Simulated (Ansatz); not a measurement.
# Quasi-harmonic thermodynamics of LiH (Fm-3m)

Wanted: α(T), C_P(T) and B(T) of LiH in the quasi-harmonic approximation.

Measurements to reproduce:
- heat capacity C_P per formula unit 28.1 J/mol/K and bulk modulus 33.7 GPa near room temperature (given in “High-Throughput Prediction of Finite-Temperature Properties using the Quasi-Harmonic Approximation”, 2016, arXiv:1603.06924)

Calculated with Ansatz 0.2.0; DFT r2SCAN, scalar-relativistic, plane waves, PAW.

Most raw output is cut from this account.

The database entry behind the starting cell differs from later determinations by our own check (the deuteride, about 0.2 % short), so it need not match the best structure at ambient conditions.

## (1) The structure

It takes space group Fm-3m (No. 225, cubic). Conventional cell: a = 4.074 Å, b = 4.074 Å, c = 4.074 Å, α = 90.00°, β = 90.00°, γ = 90.00°. Li has 6 H at 2.04 Å nearest. Nearest to H lie 6 Li at 2.04 Å. Farther neighbours are not listed.

## (2) Probe on a coarse mesh

A cheap single point shows whether the cell is a metal or an insulator and how far it is from rest; that sets the k-mesh and the occupations of what follows.

input.yaml

```yaml
crystal:
  lattice:
    - [0.0, 2.03675, 2.03675]
    - [2.03675, 0.0, 2.03675]
    - [2.03675, 2.03675, 0.0]
  atoms:
    - { symbol: Li, position: [0.0, 0.0, 0.0] }
    - { symbol: H, position: [0.5, 0.5, 0.5] }
kpoints:
  mp_grid: { grid: [8, 8, 8] }
hamiltonian:
  xc: r2scan
scf:
  occupations: { method: gaussian, width: 0.1 }
output:
  forces: true
  stress: true
  eigenvalues: true
```

On the command line:

```bash
$ ansatz run input.yaml --threads 4 --pin off --max-ram 8192MiB --backend cpu --events-out ev --progress --plain --runs-dir out
```

Wall time 0.58 s (4 threads of Intel Xeon at 2.70GHz, shared host); peak memory 0.28 GiB.

Numbers from this step:

```
pressure          : -1.679 GPa
gap on the k-mesh : 3.659 eV
volume per atom   : 8.449 Å³
```

The start is under -1.7 GPa at this level and looks like an insulator or semiconductor on this mesh.

## (3) Relaxation

The vibrations must be taken about the equilibrium of this functional, not about the starting cell, so the structure is relaxed.

input.yaml, the sections that differ from step 2:

```yaml
kpoints:
  mp_grid: { grid: [10, 10, 10] }
scf:
  occupations: { method: gaussian, width: 0.02 }
output:
  forces: true
  stress: true
  eigenvalues: true
  write_density: true
  write_potential: true
  elf: true
  volumetric_format: npy
relax:
  adjacent_minimum: "off"
  f_tol: 0.005
  max_steps: 80
  cell: { stress_tol: 0.05 }
# crystal, hamiltonian: as in step 2
```

Run time: 2.2 s. Hardware: 4 threads; peak memory 0.32 GiB; 5.8 s of CPU time.

Relaxation path:

```
step  energy less that of the first step (eV)  largest force component (eV/Å)  pressure (GPa)  volume (Å³)
   1                                   0.0000                          0.0000           -1.68        16.90
   2                                  -0.0044                          0.0000           -0.45        16.27
   3                                  -0.0047                          0.0000            0.03        16.06
  4*                                  -0.0045                          0.0000            0.02        16.06
```

Relaxation steps marked * repeat the geometry before them on a plane-wave basis chosen anew for their cell, so energy and pressure can jump there.

Forces are held to the 48 operations that the run works with; a distortion that breaks them can't arise in this run.

```
conventional cell, symmetrised  before  after  change
                         a (Å)   4.074  4.005  -1.7 %
                         b (Å)   4.074  4.005  -1.7 %
                         c (Å)   4.074  4.005  -1.7 %
              volume (Å³/atom)    8.45   8.03  -5.0 %
```

Final coordinates:

```
Li H
1.0
     0.00000    2.00233    2.00233
     2.00233    0.00000    2.00233
     2.00233    2.00233    0.00000
Li H
1 1
Direct
  0.00000 0.00000 0.00000
  0.50000 0.50000 0.50000
```

Numbers from this step:

```yaml
pressure: 0.02037 GPa
gap_on_the_k_mesh: 3.629 eV
volume_per_atom: 8.028 Å³
```

Valence density in the ac plane of the conventional cell at fractional y = 0.000, with atoms of Li and H within 0.2 Å of it. It is the smooth field of the valence electrons, not physical close to the nuclei.

Values in e/Å³, 14 rows by 14 columns, each cell a mean:
```
5.5 2.3 0.3 0.1 0.2 0.4 0.9 1.1 0.7 0.3 0.1 0.1 0.8 3.8
1.1 0.5 0.1 0.1 0.1 0.3 0.4 0.5 0.4 0.2 0.1 0.1 0.2 0.8
0.1 0.1 0.1 0.1 0.1 0.1 0.2 0.2 0.2 0.1 0.1 0.1 0.1 0.1
0.2 0.1 0.1 0.1 0.1 0.1 0.1 0.1 0.1 0.1 0.1 0.1 0.1 0.1
0.3 0.3 0.2 0.1 0.1 0.1 0.3 0.4 0.2 0.1 0.1 0.1 0.2 0.3
0.8 0.5 0.3 0.1 0.1 0.5 2.3 3.4 1.4 0.2 0.1 0.2 0.4 0.7
1.6 0.8 0.3 0.2 0.1 1.1 5.5 8.0 3.4 0.4 0.1 0.2 0.5 1.1
1.1 0.7 0.3 0.1 0.1 0.8 3.8 5.5 2.3 0.3 0.1 0.2 0.4 0.9
0.5 0.4 0.2 0.1 0.1 0.2 0.8 1.1 0.5 0.1 0.1 0.1 0.3 0.4
0.2 0.2 0.1 0.1 0.1 0.1 0.1 0.1 0.1 0.1 0.1 0.1 0.1 0.2
0.1 0.1 0.1 0.1 0.1 0.1 0.1 0.2 0.1 0.1 0.1 0.1 0.1 0.1
0.4 0.2 0.1 0.1 0.1 0.2 0.3 0.3 0.3 0.2 0.1 0.1 0.1 0.3
3.4 1.4 0.2 0.1 0.2 0.4 0.7 0.8 0.5 0.3 0.1 0.1 0.5 2.3
8.0 3.4 0.4 0.1 0.2 0.5 1.1 1.6 0.8 0.3 0.2 0.1 1.1 5.5
```
Columns run along a (4.0 Å), rows up along c (4.0 Å), edges of the conventional cell, whose origin can differ from the input's. Atoms in or near the plane, at fractional coordinates: Li at (0.00, 0.00), Li at (0.50, 0.50), H at (0.50, 0.00), H at (0.00, 0.50).

ELF in the ac plane of the conventional cell at fractional y = 0.000, with atoms of Li and H within 0.2 Å of it. It is the smooth field of the valence electrons, not physical close to the nuclei.

Ten even steps from '0' (0.38 × 1e-1) to '9' (9.99 × 1e-1), each cell a mean:
```
96028999996038
31017999994003
00014788862000
65411122110246
99840001001699
99950167401899
99960399712899
99960389602899
99940033101799
88620000001478
21102466541112
10016999984000
74018999995016
97128999996039
```
Columns run along a (4.0 Å), rows up along c (4.0 Å), edges of the conventional cell, whose origin can differ from the input's. Atoms in or near the plane, at fractional coordinates: Li at (0.00, 0.00), Li at (0.50, 0.50), H at (0.50, 0.00), H at (0.00, 0.50).

Electrostatic potential energy in the ac plane of the conventional cell at fractional y = 0.000, with atoms of Li and H within 0.2 Å of it. With pseudopotentials it is smooth inside the atoms' cores, unlike the true potential.

Ten even steps from '_' (-35 eV) to '@' (4 eV), each cell a mean:
```
..--**@@@@@@==::**@@@@%%++::
==**%%@@@@@@@@%%@@@@@@@@##++
%%%%@@@@@@@@@@@@@@@@@@@@@@%%
@@@@@@@@@@@@@@@@@@@@@@@@@@@@
@@@@@@@@@@%%****##%%@@@@@@@@
++%%@@@@%%**--::==##@@@@@@**
__++@@@@%%==..__::**@@@@%%::
::**@@@@%%++::..--**@@@@@@==
%%@@@@@@@@##++==**%%@@@@@@@@
@@@@@@@@@@@@%%%%%%@@@@@@@@@@
@@@@@@@@@@@@@@@@@@@@@@@@@@@@
**##%%@@@@@@@@@@@@@@@@@@%%**
::==##@@@@@@**++%%@@@@%%**--
__::**@@@@%%::__++@@@@%%==..
```
Columns run along a (4.0 Å; values clipped at the 3rd and 97th percentile), rows up along c (4.0 Å), edges of the conventional cell, whose origin can differ from the input's. Atoms in or near the plane, at fractional coordinates: Li at (0.00, 0.00), Li at (0.50, 0.50), H at (0.50, 0.00), H at (0.00, 0.50).

The relaxation ends with a pressure of 0.02 GPa.

## (4) Tight relaxation

The thresholds are tightened for a last relaxation ahead of the phonons, and where mesh or smearing change with them the cell follows.

input.yaml

```yaml
crystal:
  lattice:
    - [0.0, 2.0023334741, 2.0023334741]
    - [2.0023334741, 0.0, 2.0023334741]
    - [2.0023334741, 2.0023334741, 0.0]
  atoms:
    - { symbol: Li, position: [0.0, 0.0, 0.0] }
    - { symbol: H, position: [0.5, 0.5, 0.5] }
kpoints:
  mp_grid: { grid: [12, 12, 12] }
hamiltonian:
  xc: r2scan
scf:
  occupations: { method: fixed }
output:
  forces: true
  stress: true
  eigenvalues: true
relax:
  adjacent_minimum: "off"
  f_tol: 0.001
  max_steps: 60
  cell: { stress_tol: 0.01 }
```

It took 1.8 s on 4 threads; peak memory 0.32 GiB.

Little changed from the start: no atom moved by 0.005 Å and no cell edge by 0.1 %.

Numbers from this step:

```
pressure          : 0.006015 GPa
gap on the k-mesh : 3.630 eV
volume per atom   : 8.031 Å³
```

The residual pressure is 0.0060 GPa, small enough for phonons.

## (5) Phonons on strained cells

The study relaxes the crystal at several strains, solves the phonons on some of them and minimises the free energy at each temperature (static energy, vibrations, the electrons in a metal, and PV under a set pressure); the q-mesh sets how far the force constants reach.

input.yaml, the sections that differ from step 4:

```yaml
crystal:
  lattice:
    - [0.0, 2.002593625, 2.002593625]
    - [2.002593625, 0.0, 2.002593625]
    - [2.002593625, 2.002593625, 0.0]
  atoms:
    - { symbol: Li, position: [0.0, 0.0, 0.0] }
    - { symbol: H, position: [0.5, 0.5, 0.5] }
output:
  eigenvalues: true
phonons:
  method: dfpt
  qmesh: [4, 4, 4]
  temperatures: { t_max: 500.0, t_step: 25 }
  thermal_expansion: {}
# kpoints, hamiltonian, scf: as in step 4
# relax: removed
```

Elapsed: 22 min, on 4 threads; peak memory 2.1 GiB.

Numbers from this step:

```
pressure                                         : -0.003850 GPa
volume expansion coefficient at 298 K            : 122.2 1e-6/K
C_P at 298 K                                     : 15.00 J/mol-atom/K
entropy at 298 K                                 : 10.64 J/mol-atom/K
isothermal bulk modulus at 298 K                 : 28.86 GPa
Grüneisen parameter at 298 K                     : 1.290
volume at 298 K                                  : 8.703 Å³/atom
principal linear expansion coefficients at 298 K : 40.74, 40.74, 40.74 1e-6/K
```

Strained cells of the study; zero-point energy where phonons were solved; the pressures are stresses at a fixed cutoff and can carry an offset from the finite basis. Expansion cells, by row:

```
cell  |a| (Å)  |b| (Å)  |c| (Å)  V (Å³/atom)  E - E_lowest (meV/atom)  pressure, compression positive (GPa)  gap (eV)  zero-point energy (meV/atom)
   1    2.832    2.832    2.832        8.031                        0                                -0.012      3.63                             -
   2    2.855    2.855    2.855        8.226                    0.518                                -0.843     3.644                             -
   3     2.81     2.81     2.81        7.841                     0.52                                 0.887     3.614                             -
   4    2.832    2.832    2.832        8.031                        0                                -0.013      3.63                         114.7
   5    2.846    2.846    2.846        8.152                    0.205                                -0.541     3.639                           113
   6     2.86     2.86     2.86        8.267                    0.759                                -1.011     3.647                         111.4
   7    2.887    2.887    2.887         8.51                    2.981                                -1.915     3.663                         108.2
   8    2.915    2.915    2.915        8.761                    6.611                                 -2.73     3.677                         104.9
   9    2.944    2.944    2.944        9.018                    11.59                                -3.465      3.69                         101.8
  10    2.972    2.972    2.972        9.283                    17.88                                -4.124     3.702                         98.58
  11    2.804    2.804    2.804        7.795                    0.817                                 1.125      3.61                             -
  12    2.818    2.818    2.818        7.912                    0.201                                 0.542      3.62                             -
  13    2.996    2.996    2.996        9.508                       24                                -4.615     3.711                             -
```

(Part 1 of 2 ends here.)

[Logs are printed without paths, hosts, clocks, repeated set-up lines and the standing remarks that a program may print on its own settings, such as how far it seeks lower states.]

[Hosts, paths, dates, database ids (printed as entryN), source tags and the programs' standing remarks are cut or masked in the printed files.]

[A step with changed settings may run another functional than the one named; its input shows which.]
